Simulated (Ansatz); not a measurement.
# Lattice dynamics of Zr2CO2 monolayer, part 3 of 3

Task: relax Zr2CO2 monolayer, then find its harmonic phonons.

Ansatz 0.2.0; DFT PBEsol, scalar-relativistic, plane waves, PAW; PAW set soft_1.

So far. Step 4 (Relaxing to small forces for the phonons): The largest force component left is 0.039 meV/Å, within the tolerances set. Step 5 (Zone-centre response): Before it was imposed, the acoustic sum rule was missed by 9.6e-5 eV/Å² and the charge sum rule by 0.0023 e. Small misses are needed for a sound result but don't prove that mesh and cutoff are converged. The lowest optical mode is real, 115 cm⁻¹.

## (6) Response at finite wavevector

Stability and thermal properties need the whole zone. Linear response on a 6×6×1 q mesh gives force constants as far as a supercell of that size would, and the tensors from the zone-centre run are typed in so that the long-range dipole term is interpolated apart.

The input, input.yaml:

```yaml
crystal:
  lattice:
    - [3.2785835253, 0.0, 0.0]
    - [-1.6392917626, 2.8393366213, 0.0]
    - [0.0, 0.0, 32.6]
  atoms:
    - { symbol: C, position: [0.0, 0.0, 0.3067484663] }
    - { symbol: Zr, position: [0.3333333333, 0.6666666667, 0.3493227507] }
    - { symbol: Zr, position: [0.6666666667, 0.3333333333, 0.2641741818] }
    - { symbol: O, position: [0.6666666667, 0.3333333333, 0.3772938616] }
    - { symbol: O, position: [0.3333333333, 0.6666666667, 0.2362030709] }
  periodic: [true, true, false]
kpoints:
  mp_grid: { grid: [12, 12, 1] }
hamiltonian:
  xc: pbesol
  pseudopotentials: { kind: paw, azcp: { folder: soft_1 }, xc_functional: pbe }
scf:
  occupations: { method: fixed }
output:
  eigenvalues: true
phonons:
  method: dfpt
  qmesh: [6, 6, 1]
  temperatures: { t_max: 1000, t_step: 50 }
  qpath:
    path:
      - [0.0, 0.0, 0.0]
      - [0.5, 0.0, 0.0]
      - [0.33333333, 0.33333333, 0.0]
      - [0.0, 0.0, 0.0]
    npoints: 10
  isolated: true
  non_analytic_term:
    high_frequency_dielectric_tensor: [[3.3689, 0.0, 0.0], [0.0, 3.3689, 0.0], [0.0, 0.0, 1.1703]]
    born_effective_charges:
      - { species: C, tensor: [[-5.2581, 0.0, 0.0], [0.0, -5.2581, 0.0], [0.0, 0.0, -0.3303]] }
      - { species: Zr, tensor: [[6.2971, 0.0, 0.0], [0.0, 6.2971, 0.0], [0.0, 0.0, 0.5714]] }
      - { species: Zr, tensor: [[6.2971, 0.0, 0.0], [0.0, 6.2971, 0.0], [0.0, 0.0, 0.5714]] }
      - { species: O, tensor: [[-3.6681, 0.0, 0.0], [0.0, -3.6681, 0.0], [0.0, 0.0, -0.4063]] }
      - { species: O, tensor: [[-3.6681, 0.0, 0.0], [0.0, -3.6681, 0.0], [0.0, 0.0, -0.4063]] }
    source: "zone-centre run at this cell"
```

Run with:

```bash
$ ansatz run input.yaml --threads 4 --pin off --max-ram 16384MiB --backend cpu --events-out ev --progress --plain --runs-dir out
```

Numbers of over 12 decimals in the logs are rounded to 6 here.

Output:

```text
Warning: phonons: the dynamical matrix that this run interpolates holds no multipole term above the dipole-dipole one, and a site of this crystal is no centre of inversion, so its interpolated transverse optical and acoustic branches and sound speeds can stay off near Gamma, and the density of states and the thermodynamics with them. What a run solves at a wave vector of phonons.qpoints, Gamma apart, where the deck admits one, is free of this, and under fd what a larger phonons.supercell samples
[...]
Crystal: 5 atoms, lattice volume = 303.473 Å³
Basis set: ecut = 420 eV, 6073 PW (Γ), exchange–correlation on 48×48×450 points (8 copies of the dense FFT grid, shifted against one another)
Bands: 25, of which v1, the nominal top of the filled ones, is band 20 counted from 1 (19 counted from 0)
Symmetry: 12 space group operations
k-points: 19 of 144 (irreducible under 6 space group operations, time reversal used)
[...]
SCF iter   1: F=—  HF=-9637.961412 eV  |F-HF|=—  |Δ(HF+E_count)|=         —  Δρ=7.49e-2  dr2=2.26e1  ethr=3.10e-3  ⟨swp⟩=7.9  Hψ=2954  notcnv=0  defer=51
[...]
SCF iter  14: F=-9631.951258 eV  HF=-9631.951258 eV  |F-HF|=7.28e-12  |Δ(HF+E_count)|=  9.82e-11  Δρ=6.63e-8  dr2=8.88e-12  ethr=1.00e-12  ⟨swp⟩=23.8  Hψ=4814  notcnv=0
SCF 1 converged in 14 iterations: F = -9631.951258 eV  dr2 = 8.88e-12
[...]
NSCF: frozen V_eff on 19 k-points
[...]
DFPT response loops at q = (0, 0, 0) (fractional): preconditioner auto → none (the input reference at scf.mixing.eps_inf says where Resta's filter doesn't serve); β = 0.50; Broyden in place of MSR1
[...]
SCF converged after 14 iterations
Free energy (F): -9631.951258 eV
[...]
Internal energy: -9631.951258 eV  (E = F + TS)
E sigma→0 (E₀):  -9631.951258 eV
Fermi energy:    -5.346468 eV
[...]
--- Band table (eV; the first three rows and the last of 19) ---
  k-point 0: bands = [... 16 lower, -9.6226, -6.5726, -5.3465, -5.3465, -3.5168, -3.5168, -3.0734, -2.0542, ... 1 higher]
  k-point 1: bands = [... 16 lower, -9.5076, -6.4415, -5.9052, -5.6172, -3.5225, -3.1808, -2.9730, -2.0149, ... 1 higher]
  k-point 2: bands = [... 16 lower, -9.2616, -6.9218, -6.2688, -6.0628, -3.8477, -2.6365, -2.5253, -1.7568, ... 1 higher]
  k-point 18: bands = [... 16 lower, -9.0761, -7.6711, -7.6328, -7.6328, -3.2250, -2.2562, -2.2562, -1.4264, ... 1 higher]
--- Phonons (Γ-DFPT): 10 representative perturbations + reference (Σ response iterations 42) ---
  ASR residual: 7.890e-5 → 0.000e0 eV/Å²; symmetrization residual: 5.119e-6 eV/Å²
[...]
ASR residual per site (eV/Å²): 7.89e-5 3.60e-5 3.49e-5 5.30e-5 5.46e-5
[...]
--- Phonons (arbitrary-q DFPT): 7 irreducible q on the 6×6×1 mesh ---
  q = [0.0000, 0.0000, 0.0000] (star 1, of the zone-centre solve; hermiticity 3.81e-7, symmetrization 3.72e-11, taken by the last average 4.07e-8): -0.00 0.00 0.00 114.69 114.69 230.81 290.16 290.16 424.52 424.52 494.01 494.01 518.47 524.03 700.25
  q = [0.0000, 0.1667, 0.0000] (star 6, 15 solved perturbations on 78 of 144 k-point pairs; hermiticity 4.35e-7, symmetrization 9.61e-11, taken by the last average 5.37e-8): 58.29 86.21 127.75 148.16 171.21 222.09 324.28 366.52 411.92 464.33 496.01 502.22 509.17 632.09 680.87
[...]
q = [0.1667, 0.1667, 0.0000] (star 6, 10 solved perturbations in 1110 linear systems a pass and spin channel, the states on 144 of 144 k-point pairs; hermiticity 2.24e-7, symmetrization 1.19e-10, taken by the last average 7.41e-8): 108.06 134.37 160.92 199.05 214.83 247.77 352.06 376.69 408.37 431.23 476.68 494.62 520.54 645.70 652.95
[...]
sum rule: each row above includes the acoustic sum rule's correction from the zone centre's row sums; it moved no ω² by more than (1.34 cm⁻¹)²
  mesh force constants: q→R imaginary residual 9.28e-19; ASR residual 7.890e-5 → 0.000e0 eV/Å²; symmetrization residual 1.776e-14 eV/Å²
  interpolated dispersion: 31 rows × 15 modes
  density of states and harmonic sums: on the 24×24×1 q-mesh, interpolated from the force constants of a 6×6×1 supercell (with the dipole–dipole term of supplied tensors)
  largest difference from the sums on the solved wave vectors: F 2.20e-2 eV, S 2.88e-5 and C_V 6.64e-6 eV/K
  zero-point energy: 0.338575 eV/cell   skipped modes (ω ≤ 0): 3   left out of the sums: 3.47e-4 of the cell's modes: C_V's classical limit lies that fraction below 3 k_B per atom; for a crystal, a wire or a layer, F and S can be off by more, and a phonons.interpolated_qmesh denser along its periods is the remedy for the sampling
```

Wall time 21 min (4 threads of Arm Neoverse V2, shared host); peak memory 2.6 GiB.

This step gave:

```
sum-rule residual before enforcement                    : 7.89e-5 eV/Å²
lowest frequency on the path                            : 0 cm⁻¹
highest frequency on the path or at a solved wavevector : 700.2 cm⁻¹
mean frequency                                          : 363.9 cm⁻¹
lowest mode on the q mesh (acoustic modes at Γ apart)   : 58.29 cm⁻¹
zero-point energy per atom                              : 67.71 meV
heat capacity at 300 K                                  : 19.02 J/(mol atoms K)
vibrational entropy at 300 K                            : 18.00 J/(mol atoms K)
```

Frequencies (cm⁻¹) solved at each irreducible wavevector; negative means imaginary. Frequencies by wavevector, by row:

| q in reciprocal lattice units | star | mode 1 | mode 2 | mode 3 | mode 4 | mode 13 | mode 14 | mode 15 |
| --- | --- | --- | --- | --- | --- | --- | --- | --- |
| 0 0 0 | 1 | 0 | 0 | 0 | 114.7 | 518.5 | 524 | 700.2 |
| 0 0.1667 0 | 6 | 58.3 | 86.2 | 127.8 | 148.2 | 509.2 | 632.1 | 680.9 |
| 0 0.3333 0 | 6 | 122.4 | 138 | 154.8 | 191.3 | 498 | 625.8 | 665.3 |
| 0 -0.5 0 | 3 | 147.7 | 154.6 | 163.8 | 166.6 | 508.2 | 580.4 | 670.2 |
| 0.1667 0.1667 0 | 6 | 108.1 | 134.4 | 160.9 | 199.1 | 520.5 | 645.7 | 653 |
| 0.1667 0.3333 0 | 12 | 135.4 | 166.8 | 170.8 | 207 | 546.6 | 599.5 | 654.4 |
| 0.3333 0.3333 0 | 2 | 149.2 | 149.2 | 187.1 | 261.3 | 567.3 | 619 | 619 |

Interpolated from a 6×6×1 q mesh, with the LO-TO term (at Γ the limit along the path; where Γ stands inside the path, tables give the limit on arrival). Phonon branches along the path, in cm⁻¹:

| point | branch 1 | branch 2 | branch 3 | branch 4 | branch 12 | branch 13 | branch 14 | branch 15 |
| --- | --- | --- | --- | --- | --- | --- | --- | --- |
| Γ | 0 | 0 | 0 | 115 | 494 | 518 | 524 | 700 |
| halfway | 98 | 117 | 142 | 193 | 504 | 505 | 643 | 668 |
| M | 148 | 155 | 164 | 167 | 486 | 508 | 580 | 670 |
| halfway | 145 | 160 | 171 | 214 | 457 | 566 | 574 | 656 |
| K | 149 | 149 | 187 | 261 | 445 | 567 | 619 | 619 |
| halfway | 108 | 134 | 161 | 199 | 495 | 520 | 646 | 653 |
| Γ | 0 | 0 | 0 | 115 | 494 | 518 | 524 | 700 |

Tetrahedra on a 24×24×1 mesh, mean over bins of 10 cm-1. Interpolated from a 6×6×1 q mesh. Table of phonon density of states by wavenumber; read off at these points:

| wavenumber (cm⁻¹) | phonon density of states (1/cm⁻¹/cell) |
| --- | --- |
| 5 | 0.00111 |
| 25 | 0.00237 |
| 55 | 0.00421 |
| 75 | 0.00581 |
| 105 | 0.0114 |
| 125 | 0.0316 |
| 145 | 0.0458 |
| 165 | 0.0544 |
| 175 | 0.0443 |
| 195 | 0.0398 |
| 225 | 0.0305 |
| 245 | 0.0199 |
| 255 | 0.0407 |
| 275 | 0.00555 |
| 295 | 0.0164 |
| 315 | 0.0163 |
| 345 | 0.0150 |
| 365 | 0.0181 |
| 395 | 0.0247 |
| 405 | 0.0691 |
| 415 | 0.0631 |
| 435 | 0.0311 |
| 445 | 0.0410 |
| 465 | 0.0323 |
| 485 | 0.0324 |
| 505 | 0.0534 |
| 515 | 0.0258 |
| 535 | 0.00808 |
| 565 | 0.0123 |
| 585 | 0.0121 |
| 605 | 0.0155 |
| 635 | 0.0225 |
| 655 | 0.0230 |
| 685 | 0.00544 |
| 705 | 5.0e-5 |

The partial phonon density of states has structure finer than the step of the table below, so its rows give means over 20 cm⁻¹, whole bins alone (the curve runs from -10 to 731 cm⁻¹). Peaks (cm⁻¹: height): C 376.9: 0.00585, 502.8: 0.0177, 586.7: 0.0111, 661.3: 0.0251; O 409.6: 0.0698; Zr 167.2: 0.0509, 227.8: 0.0216, 255.7: 0.0274, 302.4: 0.0139.

Phonopy on the run's constants, 19x19x1 mesh, Gaussian sigma 5.3 cm-1. Interpolated from a 6×6×1 q mesh. The partial phonon density of states by wavenumber; means over each step; values in 1/cm⁻¹/cell:

| wavenumber (cm⁻¹) | C | O | Zr |
| --- | --- | --- | --- |
| 0 | 5.2e-5 | 1.4e-4 | 7.9e-4 |
| 20 | 1.0e-4 | 2.8e-4 | 0.00162 |
| 40 | 1.6e-4 | 4.3e-4 | 0.00258 |
| 60 | 2.0e-4 | 5.6e-4 | 0.00369 |
| 80 | 2.4e-4 | 6.8e-4 | 0.00546 |
| 100 | 2.8e-4 | 8.7e-4 | 0.00955 |
| 120 | 2.5e-4 | 0.00132 | 0.0244 |
| 140 | 2.1e-4 | 0.00144 | 0.0411 |
| 160 | 2.4e-4 | 0.00141 | 0.0451 |
| 180 | 3.2e-4 | 0.00154 | 0.0346 |
| 200 | 3.3e-4 | 0.00235 | 0.0226 |
| 220 | 2.2e-4 | 0.00234 | 0.0173 |
| 240 | 3.8e-4 | 0.00271 | 0.0181 |
| 260 | 4.4e-4 | 0.00323 | 0.0190 |
| 280 | 2.0e-4 | 0.00109 | 0.00622 |
| 300 | 6.6e-4 | 0.00277 | 0.0122 |
| 320 | 0.00106 | 0.00389 | 0.00823 |
| 340 | 0.00207 | 0.00682 | 0.00117 |
| 360 | 0.00429 | 0.0163 | 0.00175 |
| 380 | 0.00495 | 0.0194 | 0.00161 |
| 400 | 0.00349 | 0.0388 | 0.00193 |
| 420 | 0.00300 | 0.0523 | 0.00302 |
| 440 | 0.00236 | 0.0323 | 0.00398 |
| 460 | 0.00279 | 0.0294 | 0.00427 |
| 480 | 0.00636 | 0.0222 | 0.00277 |
| 500 | 0.0146 | 0.0240 | 0.00271 |
| 520 | 0.0103 | 0.00891 | 9.6e-4 |
| 540 | 0.00690 | 0.00189 | 1.7e-4 |
| 560 | 0.00719 | 8.2e-4 | 8.3e-5 |
| 580 | 0.00877 | 0.00124 | 2.4e-4 |
| 600 | 0.0102 | 0.00272 | 2.5e-4 |
| 620 | 0.00835 | 0.00244 | 3.2e-4 |
| 640 | 0.0146 | 0.00434 | 6.6e-4 |
| 660 | 0.0225 | 0.00668 | 9.4e-4 |
| 680 | 0.00951 | 0.00215 | 5.1e-4 |
| 700 | 0.00225 | 1.4e-4 | 1.1e-4 |
| 720 | 2.6e-5 | 6.5e-7 | 1.3e-6 |

Harmonic thermodynamic functions per atom, from the density of states. Interpolated from a 6×6×1 q mesh. Thermodynamic functions, by row:

| T (K) | F_vib (meV/atom) | S (J/mol-atom/K) | C_V (J/mol-atom/K) |
| --- | --- | --- | --- |
| 0 | 67.71 | 0 | 0 |
| 100 | 66.4 | 3.812 | 6.783 |
| 200 | 58.7 | 11.13 | 14.67 |
| 300 | 43.52 | 18 | 19.02 |
| 400 | 21.77 | 23.8 | 21.22 |
| 500 | -5.5 | 28.68 | 22.43 |
| 600 | -37.44 | 32.84 | 23.14 |
| 700 | -73.38 | 36.44 | 23.59 |
| 800 | -112.8 | 39.61 | 23.89 |
| 900 | -155.4 | 42.44 | 24.1 |
| 1000 | -200.7 | 44.99 | 24.26 |

Symmetry leaves 7 wavevectors to solve. The lowest mode among them, the acoustic zeros apart, lies at q = (0, 0.167, 0) and is real, 58.3 cm⁻¹.

## (7) Isotope substitution, element C, natural mass 12.011 amu

An isotope changes the mass and not the force constants, so no new electronic calculation is needed; the shifts show which modes move this element.

The same force constants with the mass of C changed from 12.011 to 13.003 u (phonopy, no LO-TO term). Both lists are sorted by frequency; levels can cross, so a row need not hold one and the same mode. Modes under 3 cm⁻¹ are left out. Isotope shifts, by row, the first 40 of 57 rows:

| q | rank | natural mass (cm⁻¹) | changed mass (cm⁻¹) |
| --- | --- | --- | --- |
| 0 0 0 | 4 | 114.7 | 114.7 |
| 0 0 0 | 5 | 114.7 | 114.7 |
| 0 0 0 | 6 | 230.8 | 230.8 |
| 0 0 0 | 7 | 290.2 | 286.3 |
| 0 0 0 | 8 | 290.2 | 286.3 |
| 0 0 0 | 9 | 424.5 | 424.5 |
| 0 0 0 | 10 | 424.5 | 424.5 |
| 0 0 0 | 11 | 494 | 482.3 |
| 0 0 0 | 12 | 494 | 482.3 |
| 0 0 0 | 13 | 518.5 | 518.4 |
| 0 0 0 | 14 | 524 | 524 |
| 0 0 0 | 15 | 700.2 | 674.5 |
| 0 0.1667 0 | 1 | 58.3 | 58.18 |
| 0 0.1667 0 | 2 | 86.21 | 86.11 |
| 0 0.1667 0 | 3 | 127.8 | 127.8 |
| 0 0.1667 0 | 4 | 148.2 | 147.9 |
| 0 0.1667 0 | 5 | 171.2 | 171.1 |
| 0 0.1667 0 | 6 | 222.1 | 222.1 |
| 0 0.1667 0 | 7 | 324.3 | 320.3 |
| 0 0.1667 0 | 8 | 366.5 | 365.1 |
| 0 0.1667 0 | 9 | 411.9 | 411.6 |
| 0 0.1667 0 | 10 | 464.3 | 460.9 |
| 0 0.1667 0 | 11 | 496 | 489.6 |
| 0 0.1667 0 | 12 | 502.2 | 495.8 |
| 0 0.1667 0 | 13 | 509.2 | 506.9 |
| 0 0.1667 0 | 14 | 632.1 | 615.9 |
| 0 0.1667 0 | 15 | 680.9 | 658.9 |
| 0 0.3333 0 | 1 | 122.4 | 122.3 |
| 0 0.3333 0 | 2 | 138 | 138 |
| 0 0.3333 0 | 3 | 154.8 | 154.8 |
| 0 0.3333 0 | 4 | 191.3 | 191.2 |
| 0 0.3333 0 | 5 | 229.7 | 229.4 |
| 0 0.3333 0 | 6 | 283.1 | 282.9 |
| 0 0.3333 0 | 7 | 362.8 | 359.6 |
| 0 0.3333 0 | 8 | 374.6 | 370.8 |
| 0 0.3333 0 | 9 | 404.6 | 404.5 |
| 0 0.3333 0 | 10 | 428.6 | 427.1 |
| 0 0.3333 0 | 11 | 468.1 | 467.6 |
| 0 0.3333 0 | 12 | 497.7 | 483.4 |
| 0 0.3333 0 | 13 | 498 | 495.2 |

A mode of this element alone would shift by -3.89 %. The highest zone-centre frequency without the field goes from 700.2 to 674.5 cm⁻¹ (-3.7 %). The product of the frequency ratios over all optical modes at Γ is 0.894; the product rule, (m/m′)^(3k/2) (M′/M)^(3/2) with k = 1 such atoms and M the mass of the cell, gives 0.894.

## (8) Another isotope, element O, natural mass 15.999 amu

The same for O, from 16.00 to 18.00 u.

The same force constants with the mass of O changed from 15.999 to 17.999 u (phonopy, no LO-TO term). Both lists are sorted by frequency; levels can cross, so a row need not hold one and the same mode. Modes under 3 cm⁻¹ are left out. Isotope shifts, by row, the first 40 of 57 rows:

| q | rank | natural mass (cm⁻¹) | changed mass (cm⁻¹) |
| --- | --- | --- | --- |
| 0 0 0 | 4 | 114.7 | 114.1 |
| 0 0 0 | 5 | 114.7 | 114.1 |
| 0 0 0 | 6 | 230.8 | 228 |
| 0 0 0 | 7 | 290.2 | 281.7 |
| 0 0 0 | 8 | 290.2 | 281.7 |
| 0 0 0 | 9 | 424.5 | 402.2 |
| 0 0 0 | 10 | 424.5 | 402.2 |
| 0 0 0 | 11 | 494 | 484 |
| 0 0 0 | 12 | 494 | 484 |
| 0 0 0 | 13 | 518.5 | 493.2 |
| 0 0 0 | 14 | 524 | 500.2 |
| 0 0 0 | 15 | 700.2 | 700.1 |
| 0 0.1667 0 | 1 | 58.3 | 57.81 |
| 0 0.1667 0 | 2 | 86.21 | 85.72 |
| 0 0.1667 0 | 3 | 127.8 | 127.2 |
| 0 0.1667 0 | 4 | 148.2 | 147.1 |
| 0 0.1667 0 | 5 | 171.2 | 170.1 |
| 0 0.1667 0 | 6 | 222.1 | 220 |
| 0 0.1667 0 | 7 | 324.3 | 312.8 |
| 0 0.1667 0 | 8 | 366.5 | 349.6 |
| 0 0.1667 0 | 9 | 411.9 | 390.2 |
| 0 0.1667 0 | 10 | 464.3 | 444.6 |
| 0 0.1667 0 | 11 | 496 | 471.8 |
| 0 0.1667 0 | 12 | 502.2 | 486.2 |
| 0 0.1667 0 | 13 | 509.2 | 493.4 |
| 0 0.1667 0 | 14 | 632.1 | 625.7 |
| 0 0.1667 0 | 15 | 680.9 | 676.2 |
| 0 0.3333 0 | 1 | 122.4 | 122.1 |
| 0 0.3333 0 | 2 | 138 | 137.7 |
| 0 0.3333 0 | 3 | 154.8 | 154.4 |
| 0 0.3333 0 | 4 | 191.3 | 190.5 |
| 0 0.3333 0 | 5 | 229.7 | 227.8 |
| 0 0.3333 0 | 6 | 283.1 | 280.2 |
| 0 0.3333 0 | 7 | 362.8 | 347.2 |
| 0 0.3333 0 | 8 | 374.6 | 358 |
| 0 0.3333 0 | 9 | 404.6 | 382.4 |
| 0 0.3333 0 | 10 | 428.6 | 408.1 |
| 0 0.3333 0 | 11 | 468.1 | 445.5 |
| 0 0.3333 0 | 12 | 497.7 | 475.7 |
| 0 0.3333 0 | 13 | 498 | 492 |

A mode of this element alone would shift by -5.72 %. The highest zone-centre frequency without the field goes from 700.2 to 700.1 cm⁻¹ (-0.0 %). The product of the frequency ratios over all optical modes at Γ is 0.721; the product rule, (m/m′)^(3k/2) (M′/M)^(3/2) with k = 2 such atoms and M the mass of the cell, gives 0.721.

## (9) Another isotope, element Zr, natural mass 91.222 amu

The same for Zr, from 91.22 to 95.91 u.

The same force constants with the mass of Zr changed from 91.222 to 95.908 u (phonopy, no LO-TO term). Both lists are sorted by frequency; levels can cross, so a row need not hold one and the same mode. Modes under 3 cm⁻¹ are left out. Isotope shifts, by row, the first 40 of 57 rows:

| q | rank | natural mass (cm⁻¹) | changed mass (cm⁻¹) |
| --- | --- | --- | --- |
| 0 0 0 | 4 | 114.7 | 112.1 |
| 0 0 0 | 5 | 114.7 | 112.1 |
| 0 0 0 | 6 | 230.8 | 226.2 |
| 0 0 0 | 7 | 290.2 | 288.8 |
| 0 0 0 | 8 | 290.2 | 288.8 |
| 0 0 0 | 9 | 424.5 | 423.7 |
| 0 0 0 | 10 | 424.5 | 423.7 |
| 0 0 0 | 11 | 494 | 494 |
| 0 0 0 | 12 | 494 | 494 |
| 0 0 0 | 13 | 518.5 | 516.6 |
| 0 0 0 | 14 | 524 | 521.5 |
| 0 0 0 | 15 | 700.2 | 699.4 |
| 0 0.1667 0 | 1 | 58.3 | 57.11 |
| 0 0.1667 0 | 2 | 86.21 | 84.32 |
| 0 0.1667 0 | 3 | 127.8 | 124.8 |
| 0 0.1667 0 | 4 | 148.2 | 145.1 |
| 0 0.1667 0 | 5 | 171.2 | 167.5 |
| 0 0.1667 0 | 6 | 222.1 | 217.4 |
| 0 0.1667 0 | 7 | 324.3 | 323.4 |
| 0 0.1667 0 | 8 | 366.5 | 365.5 |
| 0 0.1667 0 | 9 | 411.9 | 411.3 |
| 0 0.1667 0 | 10 | 464.3 | 463.1 |
| 0 0.1667 0 | 11 | 496 | 494.4 |
| 0 0.1667 0 | 12 | 502.2 | 502.1 |
| 0 0.1667 0 | 13 | 509.2 | 507.8 |
| 0 0.1667 0 | 14 | 632.1 | 630.4 |
| 0 0.1667 0 | 15 | 680.9 | 680.3 |
| 0 0.3333 0 | 1 | 122.4 | 119.5 |
| 0 0.3333 0 | 2 | 138 | 134.7 |
| 0 0.3333 0 | 3 | 154.8 | 151.1 |
| 0 0.3333 0 | 4 | 191.3 | 186.9 |
| 0 0.3333 0 | 5 | 229.7 | 224.8 |
| 0 0.3333 0 | 6 | 283.1 | 277.3 |
| 0 0.3333 0 | 7 | 362.8 | 362.2 |
| 0 0.3333 0 | 8 | 374.6 | 374.2 |
| 0 0.3333 0 | 9 | 404.6 | 404.2 |
| 0 0.3333 0 | 10 | 428.6 | 427.5 |
| 0 0.3333 0 | 11 | 468.1 | 466.7 |
| 0 0.3333 0 | 12 | 497.7 | 496.8 |
| 0 0.3333 0 | 13 | 498 | 497.5 |

A mode of this element alone would shift by -2.47 %. The highest zone-centre frequency without the field goes from 700.2 to 699.4 cm⁻¹ (-0.1 %). The product of the frequency ratios over all optical modes at Γ is 0.914; the product rule, (m/m′)^(3k/2) (M′/M)^(3/2) with k = 2 such atoms and M the mass of the cell, gives 0.914.

## (10) Outcome

- space group after relaxation (within 0.01 Å): P-3m1
- area per atom: 1.86 Å²
- gap on the k-mesh: 0.927 eV
- highest optical mode at the zone centre (no LO-TO term): 700 cm⁻¹
- lowest optical zone-centre mode: 115 cm⁻¹
- largest Born charge (third of the trace): 4.39 e
- lowest mode on the q mesh (acoustic modes at Γ apart): 58.3 cm⁻¹
- highest frequency on the path or at a solved wavevector: 700 cm⁻¹
- zero-point energy per atom: 67.7 meV
- heat capacity at 300 K: 19.0 J/(mol atoms K)
- vibrational entropy at 300 K: 18.0 J/(mol atoms K)
- imaginary modes on the 6×6×1 q mesh: none

What this shows: The structure is a minimum as far as tested: no mode is imaginary at the 7 irreducible wavevectors of the 6×6×1 mesh, and the softest away from the acoustic zeros lies at 58 cm⁻¹. Without the field, the optical modes at Γ span 115 to 700 cm⁻¹. The highest mode in this list at Γ, 700.2 cm⁻¹, is mostly motion of C (95 % of the kinetic energy). The strongest infrared line is at 290 cm⁻¹. Averaged over orientations, the strongest Raman line at 532 nm and 300 K is at 231 cm⁻¹. The tensors are the static, non-resonant ones, while 532 nm light (2.33 eV) lies above the computed gap. In a sheet or slab the interpolated bending branch near Γ is rough, since the rotational sum rule isn't imposed. Dielectric tensors refer to the cell with its vacuum. The PAW files were made for PBE and serve the other functionals too. The starting cell was built on a prototype and not taken from a measurement. These are harmonic frequencies at zero temperature: anharmonic shifts, linewidths and thermal expansion are left out.

[Logs are printed without paths, hosts, clocks, repeated set-up lines and the standing remarks that a program may print on its own settings, such as how far it seeks lower states.]

[Hosts, paths, dates, database ids (printed as entryN), source tags and the programs' standing remarks are cut or masked in the printed files.]
